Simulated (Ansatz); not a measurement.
Consider MoSi2N4/MoSi2N4 (MoSi2N4 type bilayer).

The cell holds 14 atoms: 2 Mo, 8 N and 4 Si. Its edges and angles: a = 2.893 Å, b = 2.893 Å, c = 57.900 Å, α = 90.0°, β = 90.0°, γ = 120.0°. Regions: layer 1 (MoSi2N4), 7 atoms (1 Mo, 4 N and 2 Si); layer 2 (MoSi2N4), 7 atoms (1 Mo, 4 N and 2 Si). Vacuum lies along c.

```xyz
14
Lattice="2.8930 0.0000 0.0000 -1.4465 2.5054 0.0000 0.0000 0.0000 57.9000" Properties=species:S:1:pos:R:3
Mo    0.0000    0.0000   23.7668
N     0.0000    1.6703   25.0100
N     0.0000    1.6703   22.5232
Si    0.0000    1.6703   26.7491
Si    0.0000    1.6703   20.7835
N     1.4465    0.8351   27.2583
N     1.4465    0.8351   20.2724
Mo    0.0000    0.0000   34.1332
N     0.0000    1.6703   35.3768
N     0.0000    1.6703   32.8900
Si    0.0000    1.6703   37.1165
Si    0.0000    1.6703   31.1509
N     1.4465    0.8351   37.6276
N     1.4465    0.8351   30.6417
```

The structure was relaxed with PBE-D3(BJ). At the settings of the band run the largest force is still 0.13 eV/Å. The runs that relaxed it are not among those shown.

Gaps computed with Ansatz 0.2.0 without a self-energy: PBE 1.75 eV and PBE+SOC 1.75 eV.

**Question.** Estimate the G0W0@PBE gap with 6×6×1 mesh, 388 empty bands, screening to 55 eV, PAW set soft_1 files.

About 2.53 eV: on its mesh the run moves the gap from 1.75 eV by +0.78 eV. Bands and cutoff are finite, so the gap is not at the basis limit. The miss can reach some tenths of an eV and take either sign; the mesh is an error of its own. The mesh in the plane is coarse for a sheet; gap and any exciton binding can still move on denser ones. The many-body steps are scalar-relativistic: spin-orbit coupling is not in them.

[Paths, hosts, dates, memory and timing lines, banners, echoed tables and standing remarks are left out of the program output.]

[Logs are printed without paths, hosts, clocks, repeated set-up lines and the standing remarks that a program may print on its own settings, such as how far it seeks lower states.]

[Runs of the session that timed out or met a known fault of the program may be left out.]

[Cells called generated may have been cut or substituted from an entry of the Crystallography Open Database or the Materials Project.]

[Hosts, paths, dates, database ids (printed as entryN), source tags and the programs' standing remarks are cut or masked in the printed files.]
